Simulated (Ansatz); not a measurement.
# BaHg (Pm-3m): from the cell to its phonons, part 3 of 3

Wanted: phonon frequencies of BaHg (Pm-3m) and what follows from them.

Ansatz 0.2.0; DFT PBEsol, scalar-relativistic, plane waves, PAW; PAW set soft_1.

So far. Step 3 (Relaxing to small forces for the phonons): The forces vanish by symmetry and the pressure is -0.009 GPa, within the tolerances set. The cell now holds 34.15 Å³/atom. Step 4 (Modes at Γ): Before it was imposed, the acoustic sum rule was missed by 3.3e-5 eV/Å². Small misses are needed for a sound result but don't prove that mesh and cutoff are converged. The lowest optical mode is real, 74.0 cm⁻¹. The relaxed cell has a = 4.088 Å (conventional setting).

### Step 5. Phonons on a q mesh

Stability and thermal properties need the whole zone. Linear response on a 4×4×4 q mesh gives force constants as far as a supercell of that size would.

File input.yaml:

```yaml
crystal:
  lattice:
    - [4.0877726502, 0.0, 0.0]
    - [0.0, 4.0877726502, 0.0]
    - [0.0, 0.0, 4.0877726502]
  atoms:
    - { symbol: Ba, position: [0.0, 0.0, 0.0] }
    - { symbol: Hg, position: [0.5, 0.5, 0.5] }
kpoints:
  mp_grid: { grid: [12, 12, 12] }
hamiltonian:
  xc: pbesol
  pseudopotentials: { kind: paw, azcp: { folder: soft_1 }, xc_functional: pbe }
scf:
  occupations: { method: methfessel_paxton, width: 0.2 }
output:
  eigenvalues: true
phonons:
  method: dfpt
  qmesh: [4, 4, 4]
  temperatures: { t_max: 1000, t_step: 50 }
  qpath:
    path:
      - [[0.0, 0.0, 0.0], [0.0, 0.5, 0.0], [0.5, 0.5, 0.0], [0.0, 0.0, 0.0], [0.5, 0.5, 0.5], [0.0, 0.5, 0.0]]
      - [[0.5, 0.5, 0.5], [0.5, 0.5, 0.0]]
    npoints: 10
```

On the command line:

```
$ ansatz run input.yaml --threads 4 --pin off --max-ram 10240MiB --backend cpu --events-out ev --progress --plain --runs-dir out
```

Numbers of over 12 decimals in the logs are rounded to 6 here.

Log:

```text
[...]
Crystal: 2 atoms, lattice volume = 68.306 Å³
Basis set: ecut = 420 eV, 1357 PW (Γ), exchange–correlation on 60×60×60 points (8 copies of the dense FFT grid, shifted against one another)
Bands: 19, of which v1, the nominal top of the filled ones, is band 15 counted from 1 (14 counted from 0)
Symmetry: 48 space group operations
k-points: 84 of 1728
[...]
SCF iter   1: F=—  HF=-19537.102611 eV  |F-HF|=—  |Δ(HF+E_count)|=         —  Δρ=9.41e-2  dr2=1.21e1  ethr=3.10e-3  ⟨swp⟩=7.3  Hψ=9273  notcnv=0
[...]
SCF iter  11: F=-19533.871404 eV  HF=-19533.871404 eV  |F-HF|=0.00e0  |Δ(HF+E_count)|=  1.09e-11  S|Δr|=    0.00e0  Δρ=4.10e-8  dr2=1.40e-12  ethr=1.00e-12  ⟨swp⟩=7.2  Hψ=7919  notcnv=0
SCF 1 converged in 11 iterations: F = -19533.871404 eV  dr2 = 1.40e-12
[...]
SCF iter   3: F=-19533.871404 eV  HF=-19533.871404 eV  |F-HF|=7.28e-12  |Δ(HF+E_count)|=  1.09e-11  S|Δr|=    0.00e0  Δρ=1.46e-7  dr2=4.03e-12  ethr=1.00e-12  ⟨swp⟩=1.0  Hψ=3528  notcnv=0
SCF 2 converged in 3 iterations: F = -19533.871404 eV  dr2 = 4.03e-12
phonons: the bands overlap, so this run is a metal and interpolates without the dipole-dipole term. If the crystal is really an insulator or semiconductor, its LO-TO splitting is missing
NSCF: frozen V_eff on 84 k-points
[...]
DFPT response loops at q = (0, 0, 0) (fractional): preconditioner auto → Kerker (q_TF=auto, 2.379 Å⁻¹) (partly filled bands, converged f_vac=0.000); β = 1.00, the filter's whole step (`scf.mixing.beta` (0.50) is not read by the response loops under this deck's `scf.mixing.preconditioner`; to damp them name `kerker` or `kerker_dos`, under which they read `scf.mixing.beta`, and type it under 1.00, their step now; both keys bind the ground state too); Broyden in place of MSR1
[...]
SCF converged after 11 iterations
[...]
Free energy (F): -19533.871404 eV
[...]
Internal energy: -19533.869548 eV  (E = F + TS)
E sigma→0 (E₀):  -19533.870940 eV
Entropy (-TS):   -0.001856 eV (-0.928 meV/atom)
Fermi energy:    10.823892 eV
[...]
--- Band table (eV; the first three rows and the last of 84) ---
  k-point 0: bands = [... 11 lower, 3.7899, 3.7899, 4.5084, 11.6620, 11.6620, 14.6280, 14.6280, 14.6280]
  k-point 1: bands = [... 11 lower, 3.7904, 3.7913, 4.6049, 11.6590, 11.6683, 14.2720, 14.3110, 14.3110]
  k-point 2: bands = [... 11 lower, 3.7919, 3.7953, 4.8795, 11.4556, 11.6862, 13.7456, 13.7456, 13.8836]
  k-point 83: bands = [... 11 lower, 4.0086, 4.0086, 7.8420, 9.4815, 9.4815, 9.4815, 16.6249, 16.6249]
--- Phonons (Γ-DFPT): 2 representative perturbations + reference (Σ response iterations 6) ---
  ASR residual: 2.688e-5 → 0.000e0 eV/Å²; symmetrization residual: 2.258e-5 eV/Å²
  ASR residual per site (eV/Å²): 2.69e-5 1.76e-5
  Γ frequencies (cm⁻¹): 0.00 0.00 0.00 74.01 74.01 74.01
--- Phonons (arbitrary-q DFPT): 10 irreducible q on the 4×4×4 mesh ---
  q = [0.0000, 0.0000, 0.0000] (star 1, of the zone-centre solve; hermiticity 2.75e-5, symmetrization 3.55e-12): -0.00 -0.00 -0.00 74.01 74.01 74.01
  q = [0.0000, 0.0000, 0.2500] (star 6, 4 solved perturbations in 1848 linear systems a pass and spin channel, the states on 588 of 1728 k-point pairs; hermiticity 2.31e-5, symmetrization 2.81e-12): 29.57 29.57 39.18 69.41 69.41 77.58
[...]
q = [0.0000, 0.2500, -0.5000] (star 12, 6 solved perturbations on 588 of 1728 k-point pairs; hermiticity 3.43e-5, symmetrization 7.60e-14): 31.05 39.89 48.87 54.18 76.85 84.82
[...]
sum rule: each row above includes the acoustic sum rule's correction from the zone centre's row sums; it moved no ω² by more than (0.23 cm⁻¹)²
  mesh force constants: q→R imaginary residual 1.93e-18; ASR residual 2.688e-5 → 0.000e0 eV/Å²; symmetrization residual 1.776e-15 eV/Å²
  interpolated dispersion: 62 rows × 6 modes
  density of states and harmonic sums: on the 16×16×16 q-mesh, interpolated from the force constants of a 4×4×4 supercell (no non-analytic term)
  largest difference from the sums on the solved wave vectors: F 1.63e-2 eV, S 2.03e-5 and C_V 3.98e-6 eV/K
  zero-point energy: 0.020793 eV/cell   skipped modes (ω ≤ 0): 3   left out of the sums: 1.22e-4 of the cell's modes: C_V's classical limit lies that fraction below 3 k_B per atom; for a crystal, a wire or a layer, F and S can be off by more, and a phonons.interpolated_qmesh denser along its periods is the remedy for the sampling
```

Wall time 9.8 min (4 threads of Arm Neoverse V1, shared host); peak memory 3.1 GiB.

This step gave:

```yaml
sum_rule_residual_before_enforcement: 2.69e-5 eV/Å²
lowest_frequency_on_the_path: 0 cm⁻¹
highest_frequency_on_the_path_or_at_a_solved_wavevector: 87.5 cm⁻¹
mean_frequency: 55.9 cm⁻¹
debye_temperature_second_moment: 110 K
logarithmic_mean_frequency: 52.1 cm⁻¹
lowest_mode_on_the_q_mesh_acoustic_modes_at_gamma_apart: 24.7 cm⁻¹
zero_point_energy_per_atom: 10.4 meV
heat_capacity_at_300_k: 24.77 J/(mol atoms K)
vibrational_entropy_at_300_k: 59.63 J/(mol atoms K)
```

Frequencies (cm⁻¹) solved at each irreducible wavevector; negative means imaginary. Frequencies by wavevector, by row:

| q in reciprocal lattice units | star | mode 1 | mode 2 | mode 3 | mode 4 | mode 5 | mode 6 |
| --- | --- | --- | --- | --- | --- | --- | --- |
| 0 0 0 | 1 | 0 | 0 | 0 | 74 | 74 | 74 |
| 0 0 0.25 | 6 | 29.6 | 29.6 | 39.2 | 69.4 | 69.4 | 77.6 |
| 0 0 -0.5 | 3 | 47.1 | 49.5 | 49.5 | 59.3 | 59.3 | 87.5 |
| 0 0.25 0.25 | 12 | 26.3 | 38.3 | 48.1 | 64.5 | 75.5 | 78.5 |
| 0 0.25 -0.5 | 12 | 31.1 | 39.9 | 48.9 | 54.2 | 76.8 | 84.8 |
| 0 -0.5 -0.5 | 3 | 24.7 | 24.7 | 46.4 | 51.5 | 82.3 | 82.3 |
| 0.25 0.25 0.25 | 8 | 37 | 37 | 43.8 | 74.6 | 75.5 | 75.5 |
| 0.25 0.25 -0.5 | 12 | 31.9 | 39 | 47.6 | 70.2 | 73.2 | 84.5 |
| 0.25 -0.5 -0.5 | 6 | 33.4 | 33.4 | 44.4 | 66.2 | 81.9 | 81.9 |
| -0.5 -0.5 -0.5 | 1 | 43.4 | 43.4 | 43.4 | 83.8 | 83.8 | 83.8 |

Interpolated from a 4×4×4 q mesh. The phonon branches at the labelled points (cm⁻¹):

| point | branch 1 | branch 2 | branch 3 | branch 4 | branch 5 | branch 6 |
| --- | --- | --- | --- | --- | --- | --- |
| Γ | 0 | 0 | 0 | 74 | 74 | 74 |
| halfway | 30 | 30 | 39 | 69 | 69 | 78 |
| X | 47 | 50 | 50 | 59 | 59 | 88 |
| halfway | 31 | 40 | 49 | 54 | 77 | 85 |
| M | 25 | 25 | 46 | 52 | 82 | 82 |
| halfway | 26 | 38 | 48 | 64 | 76 | 78 |
| Γ | 0 | 0 | 0 | 74 | 74 | 74 |
| halfway | 37 | 37 | 44 | 75 | 76 | 76 |
| R | 43 | 43 | 43 | 84 | 84 | 84 |
| halfway | 32 | 39 | 48 | 70 | 73 | 84 |
| X | 47 | 50 | 50 | 59 | 59 | 88 |
| jump to R | 43 | 43 | 43 | 84 | 84 | 84 |
| halfway | 33 | 33 | 44 | 66 | 82 | 82 |
| M | 25 | 25 | 46 | 52 | 82 | 82 |

The phonon branches as a text plot (rows in cm⁻¹):

```
     86 |      ******                               ******
     82 |     *      ******                 ********      *******
     78 |   **      *      ****          ****    **
     75 |***       *         * ************        **      *
     71 |  **     *           ***   *  *            ***     *
     67 |    *                *      **              * *     *
     64 |     *              *                        * *
     60 |      ***         **                          ***
     57 |         **      *                                   *
     53 |           ******                                     **
     49 |      *******       *         *            ******
     46 |     *****   ******* *      ** *         **  ** *  *****
     42 |    *     *       **              *******   *  * **
     38 |   * *   *       *  * *        *****    ****  *   *
     35 |    *     **               *              *  *     **
     31 |   *        *   *    *        *            **
     27 |  *        *** ******  *    **                       **
     24 |              **     **                                *
     20 | *                    *
     16 |  *                    *  **
     13 | *                     **
      9 |*                       * *
      5 |*                       *
      2 |                         *
         Γ      X      M          Γ            R        X|R     M
```

Tetrahedra on a 16×16×16 mesh, mean over bins of 1 cm-1. Interpolated from a 4×4×4 q mesh. Table of phonon density of states by wavenumber; read off at these points:

| wavenumber (cm⁻¹) | phonon density of states (1/cm⁻¹/cell) |
| --- | --- |
| 0.5 | 0 |
| 2.5 | 6.0e-5 |
| 5.5 | 2.9e-4 |
| 7.5 | 6.9e-4 |
| 9.5 | 0.00168 |
| 12.5 | 0.00291 |
| 14.5 | 0.00424 |
| 16.5 | 0.00592 |
| 19.5 | 0.00878 |
| 21.5 | 0.0118 |
| 24.5 | 0.0190 |
| 26.5 | 0.0616 |
| 28.5 | 0.100 |
| 31.5 | 0.150 |
| 33.5 | 0.103 |
| 35.5 | 0.101 |
| 38.5 | 0.114 |
| 40.5 | 0.108 |
| 42.5 | 0.0818 |
| 45.5 | 0.188 |
| 46.5 | 0.233 |
| 47.5 | 0.230 |
| 49.5 | 0.0158 |
| 52.5 | 0.0165 |
| 54.5 | 0.0228 |
| 56.5 | 0.0286 |
| 59.5 | 0.0449 |
| 61.5 | 0.0512 |
| 63.5 | 0.0592 |
| 66.5 | 0.0749 |
| 68.5 | 0.0985 |
| 71.5 | 0.105 |
| 72.5 | 0.127 |
| 73.5 | 0.101 |
| 75.5 | 0.106 |
| 78.5 | 0.118 |
| 80.5 | 0.155 |
| 82.5 | 0.255 |
| 85.5 | 0.0587 |
| 87.5 | 0.00262 |

Phonopy on the run's constants, 13x13x13 mesh, Gaussian sigma 2.0 cm-1. Interpolated from a 4×4×4 q mesh. Partial phonon density of states against wavenumber; read off at these points; values in 1/cm⁻¹/cell:

| wavenumber (cm⁻¹) | Ba | Hg |
| --- | --- | --- |
| -5.00 | 2.9e-6 | 1.0e-5 |
| -2.50 | 4.7e-5 | 7.6e-5 |
| 0.00 | 1.1e-4 | 1.6e-4 |
| 2.50 | 4.9e-5 | 7.6e-5 |
| 5.00 | 5.4e-5 | 8.6e-5 |
| 7.50 | 4.2e-4 | 6.4e-4 |
| 10.00 | 0.00102 | 0.00156 |
| 12.50 | 0.00136 | 0.00212 |
| 15.00 | 0.00160 | 0.00259 |
| 17.50 | 0.00266 | 0.00455 |
| 20.00 | 0.00415 | 0.00744 |
| 22.50 | 0.00498 | 0.0119 |
| 25.00 | 0.00984 | 0.0326 |
| 27.50 | 0.0166 | 0.0636 |
| 30.00 | 0.0219 | 0.0903 |
| 31.40 | 0.0227 | 0.0959 |
| 32.50 | 0.0213 | 0.0938 |
| 35.00 | 0.0169 | 0.0877 |
| 37.50 | 0.0152 | 0.0904 |
| 40.00 | 0.0133 | 0.0881 |
| 42.50 | 0.0123 | 0.103 |
| 45.00 | 0.0115 | 0.145 |
| 45.90 | 0.0102 | 0.153 |
| 47.50 | 0.00732 | 0.140 |
| 50.00 | 0.00618 | 0.0626 |
| 52.50 | 0.0142 | 0.00914 |
| 55.00 | 0.0226 | 0.00237 |
| 57.50 | 0.0304 | 0.00378 |
| 60.00 | 0.0384 | 0.00605 |
| 62.50 | 0.0446 | 0.00913 |
| 65.00 | 0.0545 | 0.0127 |
| 67.50 | 0.0656 | 0.0164 |
| 70.00 | 0.0783 | 0.0203 |
| 72.50 | 0.0853 | 0.0211 |
| 75.00 | 0.0927 | 0.0191 |
| 77.50 | 0.102 | 0.0159 |
| 80.00 | 0.140 | 0.0159 |
| 81.80 | 0.153 | 0.0150 |
| 82.50 | 0.147 | 0.0137 |
| 85.00 | 0.0875 | 0.00635 |
| 87.50 | 0.0252 | 0.00126 |
| 90.00 | 0.00336 | 1.1e-4 |
| 92.50 | 1.6e-4 | 5.7e-6 |
| 95.00 | 0 | 0 |

Second derivatives of the energy by pair, one row for each kind of neighbour of each atom listed. Each entry sums the pair over the periodic images of the supercell that the q mesh stands for, and in a polar crystal it holds the long-range dipole part too. Force constants by pair, by row:

| atom | neighbour | distance (Å) | third of the trace (eV/Å²) | along the pair's line (eV/Å²) |
| --- | --- | --- | --- | --- |
| Ba1 | itself | 0 | 2.51 | – |
| Ba1 | Hg | 3.54 | -0.1855 | -0.5249 |
| Ba1 | Ba | 4.088 | -0.1079 | -0.4362 |
| Ba1 | Ba | 5.781 | 0.0013 | -0.0171 |
| Ba1 | Hg | 6.779 | -0.007 | -0.0227 |
| Ba1 | Ba | 7.08 | -0.0305 | -0.0646 |
| Hg2 | itself | 0 | 1.521 | – |
| Hg2 | Ba | 3.54 | -0.1855 | -0.5249 |
| Hg2 | Hg | 4.088 | 0.053 | 0.1206 |
| Hg2 | Hg | 5.781 | -0.003 | -0.0139 |
| Hg2 | Ba | 6.779 | -0.007 | -0.0227 |
| Hg2 | Hg | 7.08 | -0.0209 | -0.0555 |

Harmonic thermodynamic functions per atom, from the density of states. Interpolated from a 4×4×4 q mesh. Thermodynamic functions, by row:

| T (K) | F_vib (meV/atom) | S (J/mol-atom/K) | C_V (J/mol-atom/K) |
| --- | --- | --- | --- |
| 0 | 10.4 | 0 | 0 |
| 50 | 6.74 | 17.61 | 19.93 |
| 100 | -6.69 | 32.88 | 23.5 |
| 200 | -50.37 | 49.62 | 24.57 |
| 300 | -107.3 | 59.63 | 24.77 |
| 400 | -173 | 66.77 | 24.85 |
| 500 | -245.2 | 72.31 | 24.88 |
| 600 | -322.6 | 76.85 | 24.9 |
| 700 | -404.2 | 80.69 | 24.91 |
| 800 | -489.6 | 84.02 | 24.92 |
| 900 | -578.3 | 86.95 | 24.92 |
| 1000 | -669.8 | 89.58 | 24.93 |

Harmonic mean-square displacement, third of the trace. Interpolated from a 4×4×4 q mesh. Mean square displacements, by row:

| T (K) | Ba1 U_eq (Å²) | Hg2 U_eq (Å²) |
| --- | --- | --- |
| 0 | 0.00199 | 0.00214 |
| 100 | 0.00579 | 0.00861 |
| 300 | 0.01661 | 0.02529 |
| 600 | 0.03307 | 0.05048 |

Symmetry leaves 10 wavevectors to solve. The lowest mode among them, the acoustic zeros apart, lies at q = (0, -0.5, -0.5) and is real, 24.7 cm⁻¹.

### Step 6. Isotope substitution

An isotope changes the mass and not the force constants, so no new electronic calculation is needed; the shifts show which modes move this element.

The same force constants with the mass of Ba changed from 137.327 to 133.905 u (phonopy, no LO-TO term). Both lists are sorted by frequency; levels can cross, so a row need not hold one and the same mode. Modes under 3 cm⁻¹ are left out. Isotope shifts, by row:

| q | rank | natural mass (cm⁻¹) | changed mass (cm⁻¹) |
| --- | --- | --- | --- |
| 0 0 0 | 4 | 74.01 | 74.57 |
| 0 0 0 | 5 | 74.01 | 74.57 |
| 0 0 0 | 6 | 74.01 | 74.57 |
| 0 0 0.25 | 1 | 29.57 | 29.71 |
| 0 0 0.25 | 2 | 29.57 | 29.71 |
| 0 0 0.25 | 3 | 39.18 | 39.25 |
| 0 0 0.25 | 4 | 69.41 | 69.96 |
| 0 0 0.25 | 5 | 69.41 | 69.96 |
| 0 0 0.25 | 6 | 77.58 | 78.43 |
| 0 0 -0.5 | 1 | 47.09 | 47.09 |
| 0 0 -0.5 | 2 | 49.54 | 49.54 |
| 0 0 -0.5 | 3 | 49.54 | 49.54 |
| 0 0 -0.5 | 4 | 59.33 | 60.09 |
| 0 0 -0.5 | 5 | 59.33 | 60.09 |
| 0 0 -0.5 | 6 | 87.49 | 88.6 |
| 0 0.25 0.25 | 1 | 26.34 | 26.41 |
| 0 0.25 0.25 | 2 | 38.32 | 38.48 |
| 0 0.25 0.25 | 3 | 48.09 | 48.09 |
| 0 0.25 0.25 | 4 | 64.49 | 65.04 |
| 0 0.25 0.25 | 5 | 75.45 | 76.41 |
| 0 0.25 0.25 | 6 | 78.45 | 79.22 |

A mode of this element alone would shift by +1.27 %. The highest zone-centre frequency without the field goes from 74.0 to 74.6 cm⁻¹ (+0.8 %). The product of the frequency ratios over all optical modes at Γ is 1.023; the product rule, (m/m′)^(3k/2) (M′/M)^(3/2) with k = 1 such atoms and M the mass of the cell, gives 1.023.

### Step 7. What came out

| Quantity | Value |
| --- | --- |
| space group after relaxation (within 0.01 Å) | Pm-3m |
| volume per atom | 34.2 Å³ |
| electronic character | no gap on this mesh |
| highest optical mode at the zone centre (no LO-TO term) | 74.0 cm⁻¹ |
| lowest optical zone-centre mode | 74.0 cm⁻¹ |
| lowest mode on the q mesh (acoustic modes at Γ apart) | 24.7 cm⁻¹ |
| highest frequency on the path or at a solved wavevector | 87.5 cm⁻¹ |
| zero-point energy per atom | 10.4 meV |
| heat capacity at 300 K | 24.8 J/(mol atoms K) |
| vibrational entropy at 300 K | 59.6 J/(mol atoms K) |
| Debye temperature (second moment) | 110 K |
| imaginary modes on the 4×4×4 q mesh | none |

The structure is a minimum as far as tested: no mode is imaginary at the 10 irreducible wavevectors of the 4×4×4 mesh, and the softest away from the acoustic zeros lies at 25 cm⁻¹. The optical modes at Γ form one degenerate level at 74 cm⁻¹. With no gap, or one that is small against the smearing, the frequencies hang on the k mesh and the smearing, most of all near Kohn anomalies. Spin-orbit coupling is left out, which can matter for the heavy elements here. The PAW files were made for PBE and serve the other functionals too. These are harmonic frequencies at zero temperature: anharmonic shifts, linewidths and thermal expansion are left out.

[Logs are printed without paths, hosts, clocks, repeated set-up lines and the standing remarks that a program may print on its own settings, such as how far it seeks lower states.]

[Hosts, paths, dates, database ids (printed as entryN), source tags and the programs' standing remarks are cut or masked in the printed files.]
